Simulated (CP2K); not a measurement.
Two runs for the C K edge of 3-silylpyridine. Run A: CP2K XAS_TDP, all-electron GAPW, PBEh(45%), aug-pc-1, TDA, no relativity. Run B differs in one setting.

First lines with a strength over 0.0015. A:

| atom | energy (eV) | states | strength, one atom |
| --- | --- | --- | --- |
| C2 (bonded to 2 C and Si) | 280.87 | 1 | 0.0469 |
|  | 284.06 | 1 | 0.0129 |
|  | 284.67 | 1 | 0.0054 |
|  | 285.09 | 1 | 0.0035 |
|  | 285.97 | 1 | 0.0031 |
| C3 (bonded to 2 C and H) | 280.85 | 1 | 0.0575 |
|  | 284.46 | 1 | 0.0127 |
|  | 285.54 | 1 | 0.0030 |
|  | 285.89 | 1 | 0.0030 |
|  | 286.25 | 1 | 0.0018 |
| C4 (bonded to 2 C and H) | 281.16 | 1 | 0.0526 |
|  | 284.09 | 1 | 0.0117 |
|  | 285.19 | 1 | 0.0019 |
|  | 285.50 | 1 | 0.0030 |
|  | 285.97 | 1 | 0.0016 |
| C5 (bonded to C, N and H) | 281.30 | 1 | 0.0587 |
|  | 285.04 | 1 | 0.0111 |
|  | 285.94 | 1 | 0.0035 |
|  | 286.38 | 1 | 0.0016 |
|  | 287.04 | 1 | 0.0034 |
| C7 (bonded to C, N and H) | 281.39 | 1 | 0.0606 |
|  | 285.15 | 1 | 0.0114 |
|  | 285.96 | 1 | 0.0048 |
|  | 286.21 | 1 | 0.0027 |
|  | 287.67 | 1 | 0.0032 |

B:

```
                     atom  energy (eV)  states  strength, one atom
C2 (bonded to 2 C and Si)       285.70       1              0.0461
                                288.90       1              0.0127
                                289.50       1              0.0053
                                289.92       1              0.0035
                                290.80       1              0.0030
 C3 (bonded to 2 C and H)       286.22       1              0.0564
                                289.83       1              0.0125
                                290.90       1              0.0030
                                291.26       1              0.0029
                                291.62       1              0.0018
 C4 (bonded to 2 C and H)       286.56       1              0.0516
                                289.49       1              0.0115
                                290.59       1              0.0019
                                290.91       1              0.0030
                                291.38       1              0.0016
C5 (bonded to C, N and H)       286.76       1              0.0575
                                290.50       1              0.0109
                                291.40       1              0.0035
                                291.83       1              0.0016
                                292.50       1              0.0033
C7 (bonded to C, N and H)       286.74       1              0.0594
                                290.51       1              0.0112
                                291.32       1              0.0047
                                291.56       1              0.0027
                                293.03       1              0.0031
```

Question: Which was it: scalar relativity switched on, GW2X switched on, the functional, the basis?

GW2X switched on. GW2X shifts an atom's lines together and keeps their spacings. Against PBEh(45%) in aug-pc-1, the leading lines move by +4.83 eV (C2, to 285.70), +5.37 eV (C3, to 286.22), +5.40 eV (C4, to 286.56), +5.46 eV (C5, to 286.76) and +5.35 eV (C7, to 286.74).

[Banner, clock and machine lines of the logs are left out without a mark of their own.]

[Logs are printed without paths, hosts, clocks, repeated set-up lines and the standing remarks that a program may print on its own settings, such as how far it seeks lower states.]

[Hosts, paths, dates, database ids (printed as entryN), source tags and the programs' standing remarks are cut or masked in the printed files.]
